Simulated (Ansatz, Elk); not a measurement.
# How far do independent atoms describe SiSn4Bi?, part 2 of 2

The structure of SiSn4Bi used here is made up (a known structure type with other elements) and was relaxed beforehand with r2SCAN. The aim is the Fourier transform of its all-electron density, F(hkl), set beside the sum over free spherical atoms that refinements use.

Elk 11.2.3 (patched build); all-electron DFT.

So far: Set-up; Ground state and structure factors; The highest occupied states alone.

The structure was built from a prototype and need not be the compound's stable phase.

### 4. Another try

Level of this step: DFT, PBE, all-electron APW+lo, Dirac cores, scalar-relativistic bands, static density, no spin (Elk).

In this try the input is made faulty on purpose, to show what that does.

The input is changed as shown.

Contents of elk.in:

```
tasks
  0
  195

xctype
  20

spinpol
  .false.

rgkmax
  7.0

gmaxvr
  14.0

lmaxo
  7

lmaxapw
  8

swidth
  0.002

tshift
  .false.

ramdisk
  .false.

hmaxvr
  5.5

maxscl
  40

epspot
  1e-06

sppath
  './'

scale
  0.52917721

avec
  -3.54156253766 7.33877170749 10.79246457574
  3.54156253766 -7.33877170749 10.79246457574
  3.54156253766 7.33877170749 -10.79246457574

atoms
  3
  'Bi.in'
  1
  -0.0000000000 -0.0000000000 0.0000000000   0.000000 0.000000 0.000000
  'Sn.in'
  4
  0.8454796491 0.6378045751 0.2076750741   0.000000 0.000000 0.000000
  0.1545203509 0.3621954249 0.7923249259   0.000000 0.000000 0.000000
  0.5698704990 0.3621954249 0.2076750741   0.000000 0.000000 0.000000
  0.4301295010 0.6378045751 0.7923249259   0.000000 0.000000 0.000000
  'Si.in'
  1
  0.5000000000 -0.0000000000 0.5000000000   0.000000 0.000000 0.000000

ngridk
  7 7 7
```

On the command line:

```
$ OMP_NUM_THREADS=4 elk
```

Numbers of over 12 decimals in the logs are rounded to 6 here.

What it wrote:

```text
┌─────────────────────────┐
│ Elk code version 11.2.3 │
└─────────────────────────┘

All units are atomic (Hartree, Bohr, etc.)

┌─────────────────────────────────────────────────┐
│ Ground-state run starting from atomic densities │
└─────────────────────────────────────────────────┘

Lattice vectors :
  -1.874114183       3.883510737       5.711126293
   1.874114183      -3.883510737       5.711126293
   1.874114183       3.883510737      -5.711126293

Reciprocal lattice vectors :
  0.7348074734E-17  0.8089568605      0.5500828545
[...]
┌──────────────────────────────┐
│ Self-consistent loop stopped │
└──────────────────────────────┘

Warning : the lowest level lies among the core levels :   -2.377603143       1.106383375

Warning : core states of species 1 leak from the muffin-tin :   0.3510942170

Warning : core states of species 2 leak from the muffin-tin :   0.2011243075

Warning : core states of species 3 leak from the muffin-tin :    1.186915627

Warning : the occupied levels lie far from the species files' linearisation energy :    1.822189431

Warning : more electrons lie deep than the shells out of the core hold :   42.0000       24.0000

Wrote STATE.OUT
[key lines of the parts left out:]
total energy                :     -46654.033216113
```

Wall time 2.7 min (4 threads of Intel Xeon Platinum 8488C (Sapphire Rapids), shared host); peak memory 0.28 GiB.

No converged result was reached; the numbers in the log don't describe the system.

The fault put into the input: lattice vectors in angstrom read as bohr.

### 5. Another functional

The difference from free atoms is small, so it is set against the change that LDA (Perdew-Wang) makes.

elk.in: that of step 4 with these lines changed.

```diff
@@ -5,3 +5,3 @@
 xctype
-  20
+  3
 
@@ -35,3 +35,3 @@
 maxscl
-  40
+  120
 
@@ -42,5 +42,2 @@
   './'
-
-scale
-  0.52917721
```

On the command line:

```
$ OMP_NUM_THREADS=4 elk
```

What it wrote:

```text
┌─────────────────────────┐
│ Elk code version 11.2.3 │
└─────────────────────────┘

All units are atomic (Hartree, Bohr, etc.)

┌─────────────────────────────────────────────────┐
│ Ground-state run starting from atomic densities │
└─────────────────────────────────────────────────┘

Lattice vectors :
  -3.541562538       7.338771707       10.79246458
   3.541562538      -7.338771707       10.79246458
   3.541562538       7.338771707      -10.79246458

Reciprocal lattice vectors :
  0.1114719547E-16  0.4280815345      0.2910913102
[...]
species : 3 (Si)
   atom 1                    :    12.09364012     (  0.1332669060E-02)
 total in muffin-tins        :    285.6568901
 total calculated charge     :    296.9976429
 total charge                :    297.0000000
 error                       :   0.2357065266E-02

┌──────────────────────────────┐
│ Self-consistent loop stopped │
└──────────────────────────────┘

Warning : the lowest level lies among the core levels :   -2.904543829      -2.902739489

Warning : core states of species 1 leak from the muffin-tin :   0.6728366286E-03

Warning : core states of species 3 leak from the muffin-tin :   0.1332669060E-02

Wrote STATE.OUT
[key lines of the parts left out:]
total energy                :     -46554.097356858
```

Elapsed: 57 s, on 4 threads; peak memory 0.28 GiB; 3 min of CPU time.

Against the first run R = 0.03 %; the largest change is -0.077 at 224.

### 6. A coarser k-mesh

About half the k-points along each axis test the sampling.

elk.in: that of step 5 with these lines changed.

```diff
@@ -5,3 +5,3 @@
 xctype
-  3
+  20
 
@@ -64,2 +64,2 @@
 ngridk
-  7 7 7
+  4 4 4
```

On the command line:

```
$ OMP_NUM_THREADS=4 elk
```

What it wrote:

```text
┌─────────────────────────┐
│ Elk code version 11.2.3 │
└─────────────────────────┘

All units are atomic (Hartree, Bohr, etc.)

┌─────────────────────────────────────────────────┐
│ Ground-state run starting from atomic densities │
└─────────────────────────────────────────────────┘

Lattice vectors :
  -3.541562538       7.338771707       10.79246458
   3.541562538      -7.338771707       10.79246458
   3.541562538       7.338771707      -10.79246458

Reciprocal lattice vectors :
  0.1114719547E-16  0.4280815345      0.2910913102
[...]
species : 3 (Si)
   atom 1                    :    12.09697984     (  0.1312627605E-02)
 total in muffin-tins        :    285.5311998
 total calculated charge     :    296.9976535
 total charge                :    297.0000000
 error                       :   0.2346512467E-02

┌──────────────────────────────┐
│ Self-consistent loop stopped │
└──────────────────────────────┘

Warning : the lowest level lies among the core levels :   -2.905626949      -2.899132902

Warning : core states of species 1 leak from the muffin-tin :   0.6715989305E-03

Warning : core states of species 3 leak from the muffin-tin :   0.1312627605E-02

Wrote STATE.OUT
[key lines of the parts left out:]
total energy                :     -46587.862167559
```

Wall time 46 s (4 threads); peak memory 0.35 GiB; 1.8 min of CPU time.

Against the first run R = 0.00 %; the largest change is -0.049 at 024.

### 7. Settings against the effect

| run | R against the first run (%) | R against neutral atoms, low angle (%) | wall time |
| --- | --- | --- | --- |
| PBE, rgkmax 7 | 0.00 | 0.15 | 92 s |
| LDA (Perdew-Wang) | 0.03 | 0.15 | 57 s |
| k-mesh 4×4×4 | 0.00 | 0.15 | 46 s |

### 8. Results

| Quantity | Value |
| --- | --- |
| R against neutral atoms, sin θ/λ < 0.3 Å⁻¹ | 0.15 % |
| R against neutral atoms, 0.3 to 0.54 Å⁻¹ | 0.05 % |

What this shows: Independent neutral atoms miss the calculated amplitudes by R = 0.15 % below 0.3 Å⁻¹ and 0.05 % from there to 0.54 Å⁻¹; by shells, 0.19 % below 0.15 Å⁻¹ (6 forms), 0.15 % 0.15 to 0.3 (26 forms), 0.04 % 0.3 to 0.45 (60 forms), 0.07 % above 0.45 (57 forms). Bonding, aspherical density and the tables' own atoms all enter these figures, and the runs don't part them. The largest change of an amplitude is -0.43 electrons, at 024. The window's part falls from 22.4 electrons at the origin to at most 0.41 between 0.45 and 0.54 Å⁻¹. Below 0.3 Å⁻¹ the changes that finished (LDA (Perdew-Wang) and k-mesh 4×4×4) move F by R = 0.02 % at most, against the 0.15 % that separates it from free atoms. The basis has no finished test. Spin-orbit coupling is left out, which can matter for elements this heavy. Part of the difference isn't bonding: the tables are fits to free atoms and ions calculated by other methods than this functional. Thermal motion, anomalous dispersion and extinction are left out.

[Logs are printed without paths, hosts, clocks, repeated set-up lines and the standing remarks that a program may print on its own settings, such as how far it seeks lower states.]

[Hosts, paths, dates, database ids (printed as entryN), source tags and the programs' standing remarks are cut or masked in the printed files.]
